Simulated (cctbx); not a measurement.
**Accept or mend?**

Cell a = 6.3730 Å, b = 6.3730 Å, c = 21.4250 Å, α = 90.00°, β = 90.00°, γ = 90.00°; space group I4/mmm (no. 139). The compound is Eu3Ge16Os4.

Simulated single-crystal data (cctbx): synchrotron X-rays, λ = 0.7749 Å, to d = 0.7 Å, 50 % of the full sphere, strongest reflection 20000 counts, noise from counting, a 6 % proportional error and a noise floor of 8 counts (s.d.); no absorption.

An isotropic refinement with weights 1/σ² prints:

```text
Rint 0.051, 434 unique reflections to 0.70 A
cycle     R1     wR2    GooF  max shift (A)
   1  0.3720  0.7336  16.869   0.07904
  12  0.0270  0.1064   2.446   0.00118
final R1 0.0270 wR2 0.1064 GooF 2.446  parameters 16  data/parameter 27.1
atom        x        y        z      Ueq    occ   su(xyz)  su(Uiso or U11)
Os1    0.00000  0.50000  0.41090   0.0018  1.000  0.00004  0.0003
Eu1    0.00000  0.00000  0.00000   0.0021  1.000  0.00000  0.0004
Eu2    0.50000  0.00000  0.25000   0.0011  1.000  0.00000  0.0003
Ge1    0.50000  0.50000  0.18981   0.0032  1.000  0.00014  0.0006
Ge2    0.50000  0.50000  0.30527   0.0032  1.000  0.00014  0.0006
Ge3    0.50000  0.77658  0.00000   0.0024  1.000  0.00033  0.0004
Ge4    0.74776  0.74776  0.37408   0.0025  1.000  0.00017  0.0003
Ge5    0.75177  0.75177  0.61076   1.0000  1.000  0.01697  0.0659
difference map: max 4.34 min -2.57 rms 0.74
Q1    0.0000  0.5000  0.0890    8    4.35  0.00 A from Os1
Q2    0.0000  0.5000  0.2358    8    4.18  0.30 A from Eu2
Q3    0.0000  0.0000  0.5000    2    4.00  1.76 A from Ge3
Q4    0.0000  0.0000  0.0000    2    3.39  0.00 A from Eu1
Q5    0.0000  0.0000  0.1928    4    3.26  0.04 A from Ge2
Q6    0.0000  0.0000  0.4529    4    2.37  2.03 A from Ge3
```

Q: Accept it or mend it, and why?

Mend it. The fault: spurious atom: Ge5. Against the right model at the same level, R1 goes from 0.0175 to 0.0270 and GooF from 0.94 to 2.45, Ge5 takes U = the program's ceiling and U of Eu2 shrinks from 0.0022 to 0.0011 Å². A site with no density behind it hides by a very large U or drifts.

The compound is Eu3Ge16Os4. The right model at the same level gives:

```text
Rint 0.051, 434 unique reflections to 0.70 A
cycle     R1     wR2    GooF  max shift (A)
   1  0.1837  0.3850   8.823   0.04498
   2  0.0175  0.0411   0.941   0.00000
final R1 0.0175 wR2 0.0411 GooF 0.941  parameters 13  data/parameter 33.4
atom        x        y        z      Ueq    occ   su(xyz)  su(Uiso or U11)
Os1    0.00000  0.50000  0.41089   0.0028  1.000  0.00001  0.0001
Eu1    0.00000  0.00000  0.00000   0.0032  1.000  0.00000  0.0001
Eu2    0.50000  0.00000  0.25000   0.0022  1.000  0.00000  0.0001
Ge1    0.50000  0.50000  0.18971   0.0043  1.000  0.00005  0.0002
Ge2    0.50000  0.50000  0.30537   0.0043  1.000  0.00005  0.0002
Ge3    0.50000  0.77663  0.00000   0.0036  1.000  0.00012  0.0002
Ge4    0.74776  0.74776  0.37410   0.0035  1.000  0.00006  0.0001
difference map: max 3.69 min -1.82 rms 0.47
Q1    0.0000  0.0000  0.5000    2    3.69  1.76 A from Ge3
Q2    0.0000  0.3684  0.1230   16    2.01  1.11 A from Os1
Q3    0.0000  0.0000  0.4520    4    1.99  2.04 A from Ge3
Q4    0.0000  0.3286  0.3364   16    1.88  1.86 A from Ge4
Q5    0.0000  0.0000  0.1991    4    1.73  0.10 A from Ge2
Q6    0.1327  0.3286  0.0000   16    1.70  1.24 A from Ge3
```

The model was made for the exercise: a known structure type with other elements put in, its volume estimated, not relaxed; displacement parameters are assumed.

[Middle refinement cycles are left out of these outputs.]

[Logs are printed without paths, hosts, clocks, repeated set-up lines and the standing remarks that a program may print on its own settings, such as how far it seeks lower states.]
